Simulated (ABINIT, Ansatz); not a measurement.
## How the form of the self-energy moves the gap of TlGaF6 (R-3)

Wanted: the gap of TlGaF6 (R-3) under several approximations, with cost.

Calculated with ABINIT 10.8.3; PBEsol and many-body steps on it, plane waves.

### 1. Set-up

It takes space group R-3 (No. 148, trigonal). Conventional cell: a = 5.097 Å, b = 5.097 Å, c = 14.189 Å, α = 90.00°, β = 90.00°, γ = 120.00°. Tl has 6 F at 2.18 Å nearest. Nearest to Ga lie 6 F at 1.90 Å. Nearest to F lie 1 Ga at 1.90 Å and 1 Tl at 2.18 Å. Farther neighbours and most contacts between anions are not listed.

The cell and positions are those that the Materials Project relaxed with its own functionals (PBE, PBE+U or r2SCAN), kept fixed. Spin-orbit coupling is left out unless a step names it.

### 2. Empty states on the mesh, 2×2×2 mesh, 234 bands

This step: ABINIT 10.8.3; DFT, PBEsol, plane waves, norm-conserving pseudopotentials.

The sums over transitions need many empty states on a uniform mesh; this step solves for them.

run.abi

```
acell 3*1.0 Angstrom
rprim 
  2.548402435337 1.471320832068 4.729815620893
  -2.548402435337 1.471320832068 4.729815620893
  0.000000000000 -2.942641664067 4.729815620914
ntypat 3
znucl 81 31 9
natom 8
typat 1 2 3 3 3 3 3 3
xred 
  0.000000000000 0.000000000000 0.000000000000
  0.500000000000 0.500000000000 0.500000000000
  0.879432130000 0.580450270000 0.272523150000
  0.580450270000 0.272523150000 0.879432130000
  0.272523150000 0.879432130000 0.580450270000
  0.419549730000 0.727476850000 0.120567870000
  0.727476850000 0.120567870000 0.419549730000
  0.120567870000 0.419549730000 0.727476850000
pp_dirpath "pseudos"
pseudos "Tl.upf, Ga.upf, F.upf"
ecut 45
ngkpt 2 2 2
nshiftk 1
shiftk 0 0 0
kptopt 1
chksymbreak 0
iscf -2
irdden 1
istwfk *1
nband 234
nbdbuf 20
tolwfr 1e-09
nstep 60
prtvol 0
indata_prefix "in"
outdata_prefix "out"
tmpdata_prefix "tmp"
```

Run with:

```sh
OMP_NUM_THREADS=1 mpirun -n 4 abinit run.abi > log
```

Numbers of over 12 decimals in the logs are rounded to 6 here.

Output:

```text
.Version 10.8.3 of ABINIT. v10.8.2 released Aug 2026.

 Symmetries : space group R-3 (#148); Bravais hR (rhombohedral)
[... echo of the input left out ...]
== DATASET  1 ==================================================================
-   mpi_nproc: 4, omp_nthreads: 1 (-1 if OMP is not activated)

--- !DatasetInfo
iteration_state: {dtset: 1, }
dimensions: {natom: 8, nkpt: 4, mband: 234, nsppol: 1, nspinor: 1, nspden: 1, mpw: 10406, }
cutoff_energies: {ecut:  45.0, pawecutdg:  -1.0, }
[...]
2.89235    2.90059    2.90059    2.91170    2.98688    2.98688    3.00558    3.00652
   3.01620    3.02031    3.02032    3.07839    3.07848    3.10029    3.10092    3.12116
   3.12326    3.15189
 prteigrs : prtvol=0 or 1, do not print more k-points.

== END DATASET(S) ==============================================================
================================================================================

 -outvars: echo values of variables after computation  --------
            nband         234
             nkpt           4
          spgroup         148
 [... the other variables as echoed above ...]

 Calculation completed.
```

It took 1.9 min on 4 MPI ranks of Arm Neoverse V1, shared host; peak memory 0.53 GiB.

This step gave:

```yaml
gap: 2.868 eV
k_of_the_valence_top: 0.5, 0.5, 0
k_of_the_conduction_bottom: 0, 0, 0
least_direct_gap: 2.993 eV
k_points_computed: 4
lowest_point_of_the_top_converged_band_above_the_valence_top: 77.2343 eV
```

On this mesh the gap is 2.868 eV.

The density comes from a self-consistent run that is not shown.

### 3. Screening, 2×2×2 mesh, 112 bands, screening to 114.3 eV

The RPA dielectric matrix is built and inverted for each q.

This step: RPA screening on PBEsol, plane waves, norm-conserving pseudopotentials.

run.abi, as its differences from that of step 2:

```diff
@@ -26,10 +26,11 @@
 chksymbreak 0
-iscf -2
-irdden 1
 istwfk *1
-nband 234
-nbdbuf 20
-tolwfr 1e-09
-nstep 60
-prtvol 0
+occopt 1
+irdwfk 1
+optdriver 3
+nband 112
+ecuteps 4.2
+inclvkb 2
+awtr 1
+symchi 1
 indata_prefix "in"
```

Output:

```text
.Version 10.8.3 of ABINIT. v10.8.2 released Aug 2026.

 Symmetries : space group R-3 (#148); Bravais hR (rhombohedral)
[... echo of the input left out ...]
== DATASET  1 ==================================================================
-   mpi_nproc: 4, omp_nthreads: 1 (-1 if OMP is not activated)

--- !DatasetInfo
iteration_state: {dtset: 1, }
dimensions: {natom: 8, nkpt: 4, mband: 112, nsppol: 1, nspinor: 1, nspden: 1, mpw: 10406, }
cutoff_energies: {ecut:  45.0, pawecutdg:  -1.0, }
electrons: {nelect:   8.40000000E+01, charge:   0.00000000E+00, occopt:   1.00000000E+00, tsmear:   1.00000000E-02, }

 SCREENING: Calculation of the susceptibility and dielectric matrices

 Based on a program developped by R.W. Godby, V. Olevano, G. Onida, and L. Reining.
 Incorporated in ABINIT by V. Olevano, G.-M. Rignanese, and M. Torrent.
.Using double precision arithmetic ; gwpc =  8

[... cell and pseudopotentials left out ...]
--------------------------------------------------------------------------------

 ==== K-mesh for the wavefunctions ====
 Number of points in the irreducible wedge :     4
[... list of points left out ...]
 Together with  6 symmetry operations and time-reversal symmetry
 yields     8 points in the full Brillouin Zone.

 ==== Q-mesh for the screening function ====
 Number of points in the irreducible wedge :     4
[... list of points left out ...]
 Together with  6 symmetry operations and time-reversal symmetry
 yields     8 points in the full Brillouin Zone.

 setmesh: FFT mesh size selected  =    45x   45x   45
          total number of points  =        91125

 vcoul_init : cutoff-mode = AUXILIARY_FUNCTION
 q-points for optical limit:   1
     1)      0.000010    0.000020    0.000030

- screening: taking advantage of time-reversal symmetry
- Maximum band index for partially occupied states nbvw = 42
- Remaining bands to be divided among processors   nbcw = 70
- Number of bands treated by each node ~17

 Number of electrons calculated from density =   84.0000; Expected =   84.0000
 average of density, n =  0.116980
 r_s =    1.2684
 omega_plasma =   32.9922 [eV]

 calculating chi0 at frequencies [eV] :
  1    0.000000E+00    0.000000E+00
  2    0.000000E+00    3.299222E+01

--------------------------------------------------------------------------------
  q-point number  1        q = ( 0.000000, 0.000000, 0.000000) [r.l.u.]
--------------------------------------------------------------------------------
[... chi0 elements left out ...]
 For q-point:  0.000010 0.000020 0.000030
  dielectric constant =   2.8092
  dielectric constant without local fields =   2.9912

  Average fulfillment of the sum rule on Im[epsilon] for q-point    1 :     31.12  [%]
[... wings left out ...]
  q-point number  2        q = ( 0.500000, 0.000000, 0.000000) [r.l.u.]
--------------------------------------------------------------------------------
[... chi0 elements left out ...]
  Average fulfillment of the sum rule on Im[epsilon] for q-point    2 :     36.72  [%]

 [... 2 further q-points ...]
```

It took 56 s on 4 MPI ranks; peak memory 2.2 GiB; 3.8 min of CPU time.

Numbers from this step:

```
ε∞ with local fields, on this mesh, along the program's q direction : 2.809
the same without local fields                                       : 2.991
plasma frequency                                                    : 32.99 eV
plane waves in the screening matrix                                 : 297
```

Local fields lower ε∞ by 6 %. On a Γ-centred mesh this coarse the value itself is usually too large, while a short band sum pulls it down.

### 4. G0W0, Godby-Needs plasmon pole

The self-energy is evaluated for the states that the input lists, and the levels follow from it, in one-shot runs by the linearised quasiparticle equation.

This step: G0W0 on PBEsol, plane waves, norm-conserving pseudopotentials.

run.abi, as its differences from that of step 3:

```diff
@@ -29,8 +29,17 @@
 irdwfk 1
-optdriver 3
+optdriver 4
 nband 112
+gwcalctyp 0
+ecutsigx 45
+symsigma 1
+nkptgw 2
+kptgw 
+  0.5000000000 0.5000000000 0.0000000000
+  0.0000000000 0.0000000000 0.0000000000
+bdgw 
+  41 44
+  41 44
 ecuteps 4.2
-inclvkb 2
-awtr 1
-symchi 1
+irdscr 1
+ppmodel 1
 indata_prefix "in"
```

Output:

```text
.Version 10.8.3 of ABINIT. v10.8.2 released Aug 2026.

 Symmetries : space group R-3 (#148); Bravais hR (rhombohedral)
[... echo of the input left out ...]
== DATASET  1 ==================================================================
-   mpi_nproc: 4, omp_nthreads: 1 (-1 if OMP is not activated)

--- !DatasetInfo
iteration_state: {dtset: 1, }
dimensions: {natom: 8, nkpt: 4, mband: 112, nsppol: 1, nspinor: 1, nspden: 1, mpw: 10406, }
cutoff_energies: {ecut:  45.0, pawecutdg:  -1.0, }
electrons: {nelect:   8.40000000E+01, charge:   0.00000000E+00, occopt:   1.00000000E+00, tsmear:   1.00000000E-02, }

 SIGMA: Calculation of the GW corrections

 Based on a program developped by R.W. Godby, V. Olevano, G. Onida, and L. Reining.
 Incorporated in ABINIT by V. Olevano, G.-M. Rignanese, and M. Torrent.
.Using double precision arithmetic ; gwpc =  8

[... cell and pseudopotentials left out ...]
--------------------------------------------------------------------------------

 ==== K-mesh for the wavefunctions ====
 Number of points in the irreducible wedge :     4
[... list of points left out ...]
 Together with  6 symmetry operations and time-reversal symmetry
 yields     8 points in the full Brillouin Zone.

 ==== Q-mesh for screening function ====
 Number of points in the irreducible wedge :     4
[... list of points left out ...]
 Together with  6 symmetry operations and time-reversal symmetry
 yields     8 points in the full Brillouin Zone.

 vcoul_init : cutoff-mode = AUXILIARY_FUNCTION
 q-points for optical limit:   1
     1)      0.000010    0.000020    0.000030
 setmesh: FFT mesh size selected  =    64x   64x   64
          total number of points  =       262144

 Number of electrons calculated from density =   84.0000; Expected =   84.0000
 average of density, n =  0.116980
 r_s =    1.2684
 omega_plasma =   32.9922 [eV]

 === KS Band Gaps ===
  >>>> For spin  1
   Minimum direct gap =   2.9933 [eV], located at k-point      :   0.0000  0.0000  0.0000
   Fundamental gap    =   2.8674 [eV], Top of valence bands at :   0.5000  0.5000  0.0000
                                       Bottom of conduction at :   0.0000  0.0000  0.0000
 SIGMA fundamental parameters:
 PLASMON POLE MODEL  1
 number of plane-waves for SigmaX                10329
 number of plane-waves for SigmaC and W            297
 number of plane-waves for wavefunctions         10329
 number of bands                                   112
 number of independent spin polarizations            1
 number of spinorial components                      1
 number of k-points in IBZ                           4
 number of q-points in IBZ                           4
 number of symmetry operations                       6
 number of k-points in BZ                            8
 number of q-points in BZ                            8
 number of frequencies for dSigma/dE                 9
 frequency step for dSigma/dE [eV]                0.25
 number of omega for Sigma on real axis              0
 max omega for Sigma on real axis  [eV]           0.00
 zcut for avoiding poles [eV]                     0.10

 EPSILON^-1 parameters (SCR file):
 dimension of the eps^-1 matrix on file            297
 dimension of the eps^-1 matrix used               297
 number of plane-waves for wavefunctions         10329
 number of bands                                   112
 number of q-points in IBZ                           4
 number of frequencies                               2
 number of real frequencies                          1
 number of imag frequencies                          1

 matrix elements of self-energy operator (all in [eV])

 Perturbative Calculation

--- !SelfEnergy_ee
iteration_state: {dtset: 1, }
kpoint     : [   0.500,    0.500,    0.000, ]
spin       : 1
KS_gap     :    4.582
QP_gap     :    7.845
Delta_QP_KS:    3.263
data: !SigmaeeData |
     Band     E0 <VxcDFT>   SigX SigC(E0)      Z dSigC/dE  Sig(E)    E-E0       E
       41   0.188 -23.270 -30.224   5.703   0.796  -0.257 -24.265  -0.995  -0.807
       42   0.271 -23.302 -30.214   5.698   0.795  -0.258 -24.267  -0.965  -0.694
       43   4.853 -19.533 -15.090  -1.719   0.844  -0.185 -17.235   2.298   7.151
       44   9.050 -19.590 -13.429  -2.788   0.839  -0.193 -16.762   2.828  11.878

--- !SelfEnergy_ee
iteration_state: {dtset: 1, }
kpoint     : [   0.000,    0.000,    0.000, ]
spin       : 1
KS_gap     :    2.993
QP_gap     :    5.790
Delta_QP_KS:    2.796
data: !SigmaeeData |
     Band     E0 <VxcDFT>   SigX SigC(E0)      Z dSigC/dE  Sig(E)    E-E0       E
       41   0.145 -23.288 -30.141   5.636   0.796  -0.257 -24.256  -0.968  -0.823
       42   0.145 -23.288 -30.141   5.636   0.796  -0.257 -24.256  -0.968  -0.823
       43   3.139 -16.934 -13.086  -1.707   0.854  -0.171 -15.106   1.828   4.967
       44   9.527 -19.525 -13.111  -2.896   0.830  -0.205 -16.605   2.921  12.448

== END DATASET(S) ==============================================================
================================================================================

 -outvars: echo values of variables after computation  --------
           etotal      0.0000000000E+00
            nband         112
             nkpt           4
          spgroup         148
 [... the other variables as echoed above ...]

 Calculation completed.
```

Elapsed: 12 s, on 4 MPI ranks; peak memory 1.3 GiB.

Numbers from this step:

```yaml
g0w0_gap_on_the_points_computed: 5.661 eV
starting_gap_on_the_mesh: 2.868 eV
k_of_the_valence_top: 0.5, 0.5, 0
k_of_the_conduction_bottom: 0, 0, 0
z_at_the_valence_top: 0.795
z_at_the_conduction_bottom: 0.854
least_direct_g0w0_gap_on_the_computed_points: 5.790 eV
```

The gap on the mesh goes from 2.87 eV to 5.66 eV, a correction of +2.79 eV.

### 5. G0W0, Hybertsen-Louie plasmon pole

run.abi, as its differences from that of step 4:

```diff
@@ -43,3 +43,3 @@
 irdscr 1
-ppmodel 1
+ppmodel 2
 indata_prefix "in"
```

Output:

```text
.Version 10.8.3 of ABINIT. v10.8.2 released Aug 2026.

 Symmetries : space group R-3 (#148); Bravais hR (rhombohedral)
[... echo of the input left out ...]
== DATASET  1 ==================================================================
-   mpi_nproc: 4, omp_nthreads: 1 (-1 if OMP is not activated)

--- !DatasetInfo
iteration_state: {dtset: 1, }
dimensions: {natom: 8, nkpt: 4, mband: 112, nsppol: 1, nspinor: 1, nspden: 1, mpw: 10406, }
cutoff_energies: {ecut:  45.0, pawecutdg:  -1.0, }
electrons: {nelect:   8.40000000E+01, charge:   0.00000000E+00, occopt:   1.00000000E+00, tsmear:   1.00000000E-02, }

 SIGMA: Calculation of the GW corrections

 Based on a program developped by R.W. Godby, V. Olevano, G. Onida, and L. Reining.
 Incorporated in ABINIT by V. Olevano, G.-M. Rignanese, and M. Torrent.
.Using double precision arithmetic ; gwpc =  8

[... cell and pseudopotentials left out ...]
--------------------------------------------------------------------------------

 ==== K-mesh for the wavefunctions ====
 Number of points in the irreducible wedge :     4
[... list of points left out ...]
 Together with  6 symmetry operations and time-reversal symmetry
 yields     8 points in the full Brillouin Zone.

 ==== Q-mesh for screening function ====
 Number of points in the irreducible wedge :     4
[... list of points left out ...]
 Together with  6 symmetry operations and time-reversal symmetry
 yields     8 points in the full Brillouin Zone.

 vcoul_init : cutoff-mode = AUXILIARY_FUNCTION
 q-points for optical limit:   1
     1)      0.000010    0.000020    0.000030
 setmesh: FFT mesh size selected  =    64x   64x   64
          total number of points  =       262144

 Number of electrons calculated from density =   84.0000; Expected =   84.0000
[...]
number of omega for Sigma on real axis              0
 max omega for Sigma on real axis  [eV]           0.00
 zcut for avoiding poles [eV]                     0.10

 EPSILON^-1 parameters (SCR file):
 dimension of the eps^-1 matrix on file            297
 dimension of the eps^-1 matrix used               297
 number of plane-waves for wavefunctions         10329
 number of bands                                   112
 number of q-points in IBZ                           4
 number of frequencies                               2
 number of real frequencies                          1
 number of imag frequencies                          1

 matrix elements of self-energy operator (all in [eV])

 Perturbative Calculation

--- !SelfEnergy_ee
iteration_state: {dtset: 1, }
kpoint     : [   0.500,    0.500,    0.000, ]
spin       : 1
KS_gap     :    4.582
QP_gap     :    8.548
Delta_QP_KS:    3.966
data: !SigmaeeData |
     Band     E0 <VxcDFT>   SigX SigC(E0)      Z dSigC/dE  Sig(E)    E-E0       E
       41   0.188 -23.270 -30.224   5.020   0.882  -0.133 -24.977  -1.707  -1.519
       42   0.271 -23.302 -30.214   5.004   0.881  -0.134 -24.984  -1.682  -1.411
       43   4.853 -19.533 -15.090  -1.921   0.906  -0.104 -17.249   2.284   7.137
[...]
--- !SelfEnergy_ee
iteration_state: {dtset: 1, }
kpoint     : [   0.000,    0.000,    0.000, ]
spin       : 1
KS_gap     :    2.993
QP_gap     :    6.295
Delta_QP_KS:    3.301
data: !SigmaeeData |
     Band     E0 <VxcDFT>   SigX SigC(E0)      Z dSigC/dE  Sig(E)    E-E0       E
[...]
43   3.139 -16.934 -13.086  -2.050   0.910  -0.099 -15.298   1.637   4.775
       44   9.527 -19.525 -13.111  -3.123   0.905  -0.105 -16.547   2.978  12.505

== END DATASET(S) ==============================================================
================================================================================

 -outvars: echo values of variables after computation  --------
           etotal      0.0000000000E+00
            nband         112
             nkpt           4
          spgroup         148
 [... the other variables as echoed above ...]

 Calculation completed.
```

Elapsed: 12 s, on 4 MPI ranks; peak memory 1.2 GiB; 49 s of CPU time.

This step gave:

- G0W0 gap on the points computed: 6.186 eV
- starting gap on the mesh: 2.868 eV
- k of the valence top: 0.5, 0.5, 0
- k of the conduction bottom: 0, 0, 0
- Z at the valence top: 0.881
- Z at the conduction bottom: 0.91
- least direct G0W0 gap on the computed points: 6.294 eV

Against G0W0 in ABINIT (2×2×2 mesh, 112 bands, screening to 114.3 eV, Godby-Needs plasmon pole), the gap moves by +0.525 eV.

### 6. G0W0, von der Linden-Horsch plasmon pole

run.abi, as its differences from that of step 5:

```diff
@@ -43,3 +43,3 @@
 irdscr 1
-ppmodel 2
+ppmodel 3
 indata_prefix "in"
```

Output:

```text
.Version 10.8.3 of ABINIT. v10.8.2 released Aug 2026.

 Symmetries : space group R-3 (#148); Bravais hR (rhombohedral)
[... echo of the input left out ...]
== DATASET  1 ==================================================================
-   mpi_nproc: 4, omp_nthreads: 1 (-1 if OMP is not activated)

--- !DatasetInfo
iteration_state: {dtset: 1, }
dimensions: {natom: 8, nkpt: 4, mband: 112, nsppol: 1, nspinor: 1, nspden: 1, mpw: 10406, }
cutoff_energies: {ecut:  45.0, pawecutdg:  -1.0, }
[...]
Band     E0 <VxcDFT>   SigX SigC(E0)      Z dSigC/dE  Sig(E)    E-E0       E
[...]
43   3.139 -16.934 -13.086  -1.844   0.915  -0.093 -15.100   1.834   4.973
       44   9.527 -19.525 -13.111  -2.850   0.909  -0.100 -16.283   3.242  12.769

== END DATASET(S) ==============================================================
================================================================================

 -outvars: echo values of variables after computation  --------
           etotal      0.0000000000E+00
            nband         112
             nkpt           4
          spgroup         148
 [... the other variables as echoed above ...]

 Calculation completed.
```

The job ended after 8.9 s (4 MPI ranks; peak memory 1.4 GiB).

Numbers from this step:

| Property | Result |
| --- | --- |
| G0W0 gap on the points computed | 5.774 eV |
| starting gap on the mesh | 2.868 eV |
| k of the valence top | 0.5, 0.5, 0 |
| k of the conduction bottom | 0, 0, 0 |
| least direct G0W0 gap on the computed points | 5.907 eV |

Against G0W0 in ABINIT (2×2×2 mesh, 112 bands, screening to 114.3 eV, Godby-Needs plasmon pole), the gap moves by +0.113 eV.

(Part 1 of 2 ends here.)

[Paths, hosts, dates, memory and timing lines, banners, echoed tables and standing remarks are left out of the program output.]

[Logs are printed without paths, hosts, clocks, repeated set-up lines and the standing remarks that a program may print on its own settings, such as how far it seeks lower states.]

[Runs of the session that timed out or met a known fault of the program may be left out.]

[Hosts, paths, dates, database ids (printed as entryN), source tags and the programs' standing remarks are cut or masked in the printed files.]

[G0W0 gaps are taken among the corrected bands and points alone; a level outside them can change the order at an edge.]

[Where Ansatz stands beside ABINIT at settings called matched, ABINIT's density can come from a denser mesh and the files from another edition; pairs whose starting gaps differed by over 0.03 eV were left out, so agreement reads better than it is.]
